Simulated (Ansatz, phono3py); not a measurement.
# Heat carried by phonons in GaP (F-43m), part 2 of 3

How well does the lattice of GaP conduct heat?

Experimental results on record:
- thermal conductivity 100 W/m/K near room temperature (given in “Combining the AFLOW GIBBS and Elastic Libraries to efficiently and robustly screen thermo-mechanical properties of solids”, 2017, arXiv:1611.05714)

Ansatz 0.2.0; DFT LDA, scalar-relativistic, plane waves, PAW.

So far, gap on the k-mesh (eV): step 2 (a first coarse run) 1.49; step 3 (relaxation) 1.43; step 4 (tight relaxation) 1.39. The relaxed cell has a = 5.391 Å (conventional setting).

## (5) A cheap rung, third order supercell 2×2×2, atoms in the supercell 16

A small supercell and a short cutoff cost little, and show how far such settings carry.

Input file input.yaml:

```yaml
crystal:
  lattice:
    - [0.0, 2.6956500663, 2.6956500663]
    - [2.6956500663, 0.0, 2.6956500663]
    - [2.6956500663, 2.6956500663, 0.0]
  atoms:
    - { symbol: Ga, position: [0.0, 0.0, 0.0] }
    - { symbol: P, position: [0.25, 0.25, 0.25] }
kpoints:
  mp_grid: { grid: [6, 6, 6] }
hamiltonian:
  xc: lda
scf:
  occupations: { method: fixed }
output:
  eigenvalues: true
phonons:
  method: fd
  dielectric: true
  supercell: [2, 2, 2]
  temperatures: { t_max: 1000, t_step: 50 }
  qpath:
    path:
      - [[0.0, 0.0, 0.0], [-0.5, -0.5, 0.0], [-0.375, -0.375, 0.25]]
      - [[-0.375, 0.0, 0.375], [0.0, 0.0, 0.0], [0.0, 0.0, 0.5], [-0.5, -0.25, 0.25], [-0.5, -0.5, 0.0]]
    npoints: 10
  third_order: { supercell: [2, 2, 2], pair_cutoff: 2.485 }
  lattice_thermal_conductivity:
    qmesh: [11, 11, 11]
    temperatures: [100.0, 150.0, 200.0, 300.0, 400.0, 500.0, 600.0, 800.0]
    isotope_mass_variance: [{ species: Ga, variance: 0.0001971 }, { species: P, variance: 0.0 }]
```

Command:

```sh
$ ansatz run input.yaml --threads 8 --pin off --max-ram 16384MiB --backend cpu --events-out ev --progress --plain --runs-dir out
```

Numbers of over 12 decimals in the logs are rounded to 6 here.

The log of the run:

```text
Warning: phonons: the dynamical matrix that this run interpolates holds no multipole term above the dipole-dipole one, and a site of this crystal is no centre of inversion, so its interpolated transverse optical and acoustic branches and sound speeds can stay off near Gamma, and the density of states and the thermodynamics with them. What a run solves at a wave vector of phonons.qpoints, Gamma apart, where the deck admits one, is free of this, and under fd what a larger phonons.supercell samples
Warning: phonons.dielectric: true without phonons.rigid_motions: the static dielectric tensor ε⁰ will be withheld (ε∞, Z* and the rows of modes are given); for a crystal or a slab, whose only rigid motions are the translations, set phonons.rigid_motions: translations
[...]
Crystal: 16 atoms, lattice volume = 313.408 Å³
Basis set: ecut = 420 eV, 6183 PW (Γ)
Bands: 88, of which v1, the nominal top of the filled ones, is band 72 counted from 1 (71 counted from 0)
Symmetry: 192 space group operations
k-points: 4 of 27 (time reversal used)
[...]
SCF iter   1: F=—  HF=-35469.999277 eV  |F-HF|=—  |Δ(HF+E_count)|=         —  Δρ=5.09e-8  dr2=4.57e-12  ethr=1.00e-12  ⟨swp⟩=3.0  Hψ=906  notcnv=0
[...]
SCF iter   2: F=-35469.999277 eV  HF=-35469.999277 eV  |F-HF|=1.46e-11  |Δ(HF+E_count)|=  1.46e-11  Δρ=1.35e-8  dr2=5.34e-13  ethr=1.00e-12  ⟨swp⟩=3.0  Hψ=938  notcnv=0
SCF 1 converged in 2 iterations: F = -35469.999277 eV  dr2 = 5.34e-13
[...]
Crystal: 2 atoms, lattice volume = 39.176 Å³
Basis set: ecut = 420 eV, 749 PW (Γ), exchange–correlation on 54×54×54 points (8 copies of the dense FFT grid, shifted against one another)
Bands: 13, of which v1, the nominal top of the filled ones, is band 9 counted from 1 (8 counted from 0)
Symmetry: 24 space group operations
k-points: 46 of 216 (irreducible under 4 space group operations, time reversal used)
[...]
SCF iter   3: F=-4433.749910 eV  HF=-4433.749910 eV  |F-HF|=3.18e-11  |Δ(HF+E_count)|=  6.73e-11  Δρ=2.82e-7  dr2=3.83e-11  ethr=1.00e-12  ⟨swp⟩=5.7  Hψ=3170  notcnv=0
SCF 2 converged in 3 iterations: F = -4433.749910 eV  dr2 = 3.83e-11
[...]
NSCF: frozen V_eff on 2 k-points
DFPT response loops at Γ: preconditioner auto → none (the input reference at scf.mixing.eps_inf says where Resta's filter doesn't serve); β = 0.50; Broyden in place of MSR1
── the response to a field inside a basis, on 8×8×8 k-points: an SCF that follows is theirs, and a resumed run solves both again ──
Bands: 10, of which v1, the nominal top of the filled ones, is band 9 counted from 1 (8 counted from 0)
k-points: 60
[...]
Eigensolver: Dense (60 Hₖ)
SCF iter   1: F=—  HF=-4433.767626 eV  |F-HF|=—  |Δ(HF+E_count)|=         —  Δρ=4.68e-4  dr2=1.27e-4  ethr=1.00e-1
[...]
SCF iter   5: F=-4433.767583 eV  HF=-4433.767583 eV  |F-HF|=1.36e-11  |Δ(HF+E_count)|=   1.04e-7  Δρ=3.99e-6  dr2=2.54e-9  ethr=6.21e-10
SCF 1 converged in 5 iterations: F = -4433.767583 eV  dr2 = 2.54e-9
[...]
Symmetry: 2 space group operations
k-points: 10 of 27 (time reversal used)
[...]
SCF iter   8: F=-35469.999241 eV  HF=-35469.999241 eV  |F-HF|=1.46e-11  |Δ(HF+E_count)|=  7.28e-12  Δρ=1.79e-8  dr2=8.82e-13  ethr=1.00e-12  ⟨swp⟩=6.6  Hψ=3911  notcnv=0
SCF 2 converged in 8 iterations: F = -35469.999241 eV  dr2 = 8.82e-13
[...]
SCF iter   8: F=-35469.999238 eV  HF=-35469.999238 eV  |F-HF|=0.00e0  |Δ(HF+E_count)|=  7.28e-12  Δρ=1.27e-8  dr2=4.23e-13  ethr=1.00e-12  ⟨swp⟩=6.2  Hψ=3736  notcnv=0
SCF 3 converged in 8 iterations: F = -35469.999238 eV  dr2 = 4.23e-13
[...]
SCF iter   3: F=-35469.999277 eV  HF=-35469.999277 eV  |F-HF|=1.46e-11  |Δ(HF+E_count)|=    0.00e0  Δρ=8.37e-8  dr2=2.90e-11  ethr=1.00e-12  ⟨swp⟩=2.2  Hψ=982  notcnv=0
SCF 4 converged in 3 iterations: F = -35469.999277 eV  dr2 = 2.90e-11
Symmetry: 4 space group operations
k-points: 8 of 27 (time reversal used)
[...]
SCF iter   8: F=-35469.994157 eV  HF=-35469.994157 eV  |F-HF|=1.46e-11  |Δ(HF+E_count)|=  2.11e-10  Δρ=1.54e-7  dr2=9.10e-11  ethr=1.00e-12  ⟨swp⟩=5.0  Hψ=2279  notcnv=0
SCF 5 converged in 8 iterations: F = -35469.994157 eV  dr2 = 9.10e-11
[...]
SCF iter   8: F=-35469.978812 eV  HF=-35469.978812 eV  |F-HF|=3.78e-10  |Δ(HF+E_count)|=  8.15e-10  Δρ=3.72e-7  dr2=4.56e-10  ethr=1.00e-12  ⟨swp⟩=5.9  Hψ=2690  notcnv=0
SCF 6 converged in 8 iterations: F = -35469.978812 eV  dr2 = 4.56e-10
[...]
SCF 7 converged in 8 iterations: F = -35469.989026 eV  dr2 = 1.70e-10
[...]
SCF 8 converged in 8 iterations: F = -35469.990968 eV  dr2 = 1.49e-10
Symmetry: 1 space group operations
k-points: 14 of 27 (time reversal used)
[...]
SCF 9 converged in 8 iterations: F = -35469.990307 eV  dr2 = 1.41e-10
[...]
SCF 10 converged in 8 iterations: F = -35469.986577 eV  dr2 = 1.33e-10
[...]
SCF 11 converged in 8 iterations: F = -35469.985984 eV  dr2 = 1.86e-10
[...]
SCF 12 converged in 8 iterations: F = -35469.990980 eV  dr2 = 1.17e-10
[...]
SCF 13 converged in 8 iterations: F = -35469.990317 eV  dr2 = 1.73e-10
[...]
SCF 14 converged in 8 iterations: F = -35469.986871 eV  dr2 = 1.31e-10
[...]
SCF 15 converged in 8 iterations: F = -35469.986158 eV  dr2 = 1.82e-10
[...]
SCF iter   7: F=-35469.993640 eV  HF=-35469.993640 eV  |F-HF|=8.73e-11  |Δ(HF+E_count)|=   1.08e-9  Δρ=4.38e-7  dr2=8.35e-10  ethr=1.00e-12  ⟨swp⟩=4.0  Hψ=2754  notcnv=0
SCF 16 converged in 7 iterations: F = -35469.993640 eV  dr2 = 8.35e-10
[...]
SCF iter   8: F=-35469.990307 eV  HF=-35469.990307 eV  |F-HF|=1.24e-10  |Δ(HF+E_count)|=  1.31e-10  Δρ=2.03e-7  dr2=1.44e-10  ethr=1.00e-12  ⟨swp⟩=5.1  Hψ=4466  notcnv=0
SCF 17 converged in 8 iterations: F = -35469.990307 eV  dr2 = 1.44e-10
[...]
SCF iter   8: F=-35469.986871 eV  HF=-35469.986871 eV  |F-HF|=1.09e-10  |Δ(HF+E_count)|=  2.26e-10  Δρ=1.75e-7  dr2=1.35e-10  ethr=1.00e-12  ⟨swp⟩=5.1  Hψ=4446  notcnv=0
SCF 18 converged in 8 iterations: F = -35469.986871 eV  dr2 = 1.35e-10
[...]
SCF iter   8: F=-35469.986158 eV  HF=-35469.986158 eV  |F-HF|=5.82e-11  |Δ(HF+E_count)|=  2.55e-10  Δρ=2.06e-7  dr2=1.81e-10  ethr=1.00e-12  ⟨swp⟩=5.3  Hψ=3131  notcnv=0
SCF 19 converged in 8 iterations: F = -35469.986158 eV  dr2 = 1.81e-10
[...]
SCF iter   8: F=-35469.976747 eV  HF=-35469.976747 eV  |F-HF|=4.44e-10  |Δ(HF+E_count)|=  2.84e-10  Δρ=2.65e-7  dr2=3.17e-10  ethr=1.00e-12  ⟨swp⟩=5.4  Hψ=2650  notcnv=0
SCF 20 converged in 8 iterations: F = -35469.976747 eV  dr2 = 3.17e-10
[...]
SCF iter   8: F=-35469.987995 eV  HF=-35469.987995 eV  |F-HF|=1.46e-10  |Δ(HF+E_count)|=  8.73e-11  Δρ=1.51e-7  dr2=1.24e-10  ethr=1.00e-12  ⟨swp⟩=5.0  Hψ=3169  notcnv=0
SCF 21 converged in 8 iterations: F = -35469.987995 eV  dr2 = 1.24e-10
[...]
SCF iter   8: F=-35469.990980 eV  HF=-35469.990980 eV  |F-HF|=4.37e-11  |Δ(HF+E_count)|=  1.46e-10  Δρ=1.67e-7  dr2=1.16e-10  ethr=1.00e-12  ⟨swp⟩=5.3  Hψ=3179  notcnv=0
SCF 22 converged in 8 iterations: F = -35469.990980 eV  dr2 = 1.16e-10
[...]
SCF iter   8: F=-35469.990317 eV  HF=-35469.990317 eV  |F-HF|=1.02e-10  |Δ(HF+E_count)|=  1.82e-10  Δρ=1.92e-7  dr2=1.58e-10  ethr=1.00e-12  ⟨swp⟩=5.5  Hψ=4519  notcnv=0
SCF 23 converged in 8 iterations: F = -35469.990317 eV  dr2 = 1.58e-10
[...]
SCF iter   8: F=-35469.986577 eV  HF=-35469.986577 eV  |F-HF|=8.73e-11  |Δ(HF+E_count)|=  2.40e-10  Δρ=1.77e-7  dr2=1.31e-10  ethr=1.00e-12  ⟨swp⟩=5.1  Hψ=4441  notcnv=0
SCF 24 converged in 8 iterations: F = -35469.986577 eV  dr2 = 1.31e-10
[...]
SCF iter   8: F=-35469.985984 eV  HF=-35469.985984 eV  |F-HF|=1.31e-10  |Δ(HF+E_count)|=  1.89e-10  Δρ=2.14e-7  dr2=1.82e-10  ethr=1.00e-12  ⟨swp⟩=5.3  Hψ=3211  notcnv=0
SCF 25 converged in 8 iterations: F = -35469.985984 eV  dr2 = 1.82e-10
SCF converged after 2 iterations
Free energy (F): -35469.999277 eV
[...]
Internal energy: -35469.999277 eV  (E = F + TS)
E sigma→0 (E₀):  -35469.999277 eV
Fermi energy:    7.268549 eV
[...]
--- Band table (eV) ---
  k-point 0: bands = [... 68 lower, 6.0886, 7.2685, 7.2685, 7.2685, 8.6935, 8.6935, 8.6935, 8.8658, ... 12 higher]
  k-point 1: bands = [... 68 lower, 6.3088, 6.3088, 6.8716, 6.8716, 9.0975, 9.1366, 9.1366, 9.1366, ... 12 higher]
  k-point 2: bands = [... 68 lower, 6.0184, 6.0184, 6.1988, 6.1988, 8.8270, 9.9107, 10.0266, 10.1839, ... 12 higher]
  k-point 3: bands = [... 68 lower, 5.3649, 5.6168, 5.6168, 6.7265, 9.6156, 9.9592, 9.9592, 10.4984, ... 12 higher]
--- Phonons: 2 displaced members + reference (amplitude 0.0025 Å, Σ member SCF iterations 16) ---
  symmetry images taken by strict's conditions (phonons.symmetry_images: auto; settled by the asymmetry read); asymmetry of the core-correction force 5.6e-8 eV/Å at the most on a site, 6.3e-7 eV/Å summed over every site of the supercell
  ASR residual: 1.016e-4 → 0.000e0 eV/Å²; symmetrization residual: 1.529e-5 eV/Å²
  largest component of a force at the reference: 2.3e-16 eV/Å
  ASR residual per site (eV/Å²): 1.02e-4 8.68e-6
  Γ frequencies (cm⁻¹): 0.00 0.00 0.00 365.23 365.23 365.23
  Unit cell's response to a homogeneous field: 3 representative field directions (Σ response iterations 15)
  ε∞ (high-frequency dielectric tensor):
       10.643808     0.000000     0.000000
        0.000000    10.643808     0.000000
        0.000000     0.000000    10.643808
  ε⁰ (static dielectric tensor): not given — the deck does not say what the cell's rigid motions are, and on a molecule in a box or a wire the rigid rotations would enter the sum over the modes at Γ. For a crystal or a slab, whose only rigid motions are the translations, set phonons.rigid_motions: translations.
  Born effective charges Z* (e; rows j = field, columns β = displacement):
    site 0:
         2.04790   -0.00000    0.00000
         0.00000    2.04790    0.00000
         0.00000    0.00000    2.04790
    site 1:
        -2.04790    0.00000   -0.00000
        -0.00000   -2.04790   -0.00000
        -0.00000   -0.00000   -2.04790
  Z* charge neutrality: 9.784e-5 e pre-enforcement
  solved inside a basis spanned on the 6×6×6 k-mesh, on 8×8×8 k-points transformed towards the longest dipole: ε∞ is read to err by 3.0e-2, Z* by 1.4e-2 e; Z* is corrected for what the basis lacks
  optical modes at Γ without the LO–TO term, one row a degenerate level:
      ω (cm⁻¹)  modes    IR ((D/Å)²/amu)
        365.23      3            13.5346
  optical modes at Γ + LO–TO along q̂ = [1.0000, 0.0000, 0.0000]:
      ω (cm⁻¹)  modes    IR ((D/Å)²/amu)
        365.23      2             9.0231
        395.56      1             4.5115
  optical modes at Γ + LO–TO along q̂ = [0.0000, 1.0000, 0.0000]:
      ω (cm⁻¹)  modes    IR ((D/Å)²/amu)
        365.23      2             9.0231
        395.56      1             4.5115
  optical modes at Γ + LO–TO along q̂ = [0.0000, 0.0000, 1.0000]:
      ω (cm⁻¹)  modes    IR ((D/Å)²/amu)
        365.23      2             9.0231
        395.56      1             4.5115
  density of states and harmonic sums: on the 20×20×20 q-mesh, interpolated from the force constants of a 2×2×2 supercell (with the dipole–dipole term)
  largest difference from the sums on the solved wave vectors: F 5.85e-2 eV, S 9.09e-5 and C_V 3.22e-5 eV/K
  zero-point energy: 0.092961 eV/cell   skipped modes (ω ≤ 0): 3   left out of the sums: 6.25e-5 of the cell's modes: C_V's classical limit lies that fraction below 3 k_B per atom; for a crystal, a wire or a layer, F and S can be off by more, and a phonons.interpolated_qmesh denser along its periods is the remedy for the sampling
--- Third-order force constants: 21 member SCFs in a 2×2×2 supercell (pair cutoff 2.485 Å, amplitude 0.03 Å, SCF threshold 1.00e-9 eV, Σ member SCF iterations 167) ---
  symmetry images taken by loose's conditions (phonons.symmetry_images: auto; settled by the asymmetry read); asymmetry of the core-correction force 5.6e-8 eV/Å at the most on a site, 6.3e-7 eV/Å summed over every site of the supercell
  26 force-constant blocks with the first atom in the home cell, fitted with 10 parameters over 4 symmetry orbits; no atom triplet left out
  sum-rule residual: 5.102e-1 → 1.861e-14 eV/Å³; symmetrization residual: 1.142e-2 eV/Å³; largest sum-rule correction relative to its orbit: 5.685e-2, on the orbit of the block of home site 0 with site 1 of cell (-1, 0, 0) and site 0 of cell (0, 0, 0), whose norm before the correction was 3.177e1 eV/Å³
--- Lattice thermal conductivity: 11×11×11 mesh (56 irreducible points), tetrahedron method ---
  three-phonon and isotope scattering only; four-phonon, boundary and, in a metal, phonon-electron scattering are left out
  each conductivity is what the modes' populations carry and what the coherences between them add
  conductivity (a third of the tensor's trace), W/(m K), in the relaxation-time approximation and from the full solution:
       T (K)   relaxation time   full solution  iterations             ending  least Ritz value
      100.00          182.7333        186.6095           7          converged          7.320e-1
      150.00          127.1406        128.7847           7          converged          7.209e-1
      200.00           97.4460         98.5323           7          converged          7.144e-1
      300.00           66.6695         67.3985           7          converged          7.072e-1
      400.00           50.7874         51.3638           7          converged          7.031e-1
      500.00           41.0573         41.5397           7          converged          7.005e-1
      600.00           34.4733         34.8896           7          converged          6.987e-1
      800.00           26.1208         26.4487           7          converged          6.964e-1
```

It took 2.6 min on 8 threads of Arm Neoverse N1, shared host; peak memory 1.4 GiB; 20 min of CPU time.

Numbers from this step:

- Γ frequencies: 0, 0, 0, 365.2, 365.2, 365.2 cm⁻¹ (negative: imaginary)
- lowest frequency on the path: 0 cm⁻¹
- zero-point energy: 0.09296 eV/cell
- point group: -43m
- highest frequency: 395.6 cm⁻¹
- Debye temperature from the second moment: 518 K
- κ at 300 K (relaxation time): 66.67 W/m/K
- κ at 300 K (full solution): 67.4 W/m/K
- dipole term: run
- mean free path at half of κ: 187 nm
- share of κ above the three lowest branches: 0.007
- third-order blocks: 26
- periodic aliases dropped: 0
- largest relative sum-rule correction: 0.05685
- displaced cells, third order: 21

W/m/K. Kappa, by row:

```
T (K)  RTA xx  RTA yy  RTA zz  full xx  full yy  full zz  coherence part xx  coherence part yy  coherence part zz     ending  iterations  least Ritz value
  100   182.7   182.7   182.7    186.6    186.6    186.6           0.002411           0.002411           0.002411  converged           7             0.732
  150   127.1   127.1   127.1    128.8    128.8    128.8           0.005553           0.005553           0.005553  converged           7             0.721
  200   97.45   97.45   97.45    98.53    98.53    98.53            0.00853            0.00853            0.00853  converged           7             0.714
  300   66.67   66.67   66.67     67.4     67.4     67.4            0.01341            0.01341            0.01341  converged           7             0.707
  400   50.79   50.79   50.79    51.36    51.36    51.36            0.01744            0.01744            0.01744  converged           7             0.703
  500   41.06   41.06   41.06    41.54    41.54    41.54            0.02107            0.02107            0.02107  converged           7             0.701
  600   34.47   34.47   34.47    34.89    34.89    34.89            0.02449            0.02449            0.02449  converged           7             0.699
  800   26.12   26.12   26.12    26.45    26.45    26.45            0.03101            0.03101            0.03101  converged           7             0.696
```

This rung gives 66.7 W/(m K) at 300 K by relaxation time, but with 16 atoms, 1 neighbour distance inside the cutoff and a 11×11×11 mesh it is a test, not the conductivity of the crystal.

[end of part 2 of 3]

[Logs are printed without paths, hosts, clocks, repeated set-up lines and the standing remarks that a program may print on its own settings, such as how far it seeks lower states.]

[Hosts, paths, dates, database ids (printed as entryN), source tags and the programs' standing remarks are cut or masked in the printed files.]

[A step with changed settings may run another functional than the one named; its input shows which.]
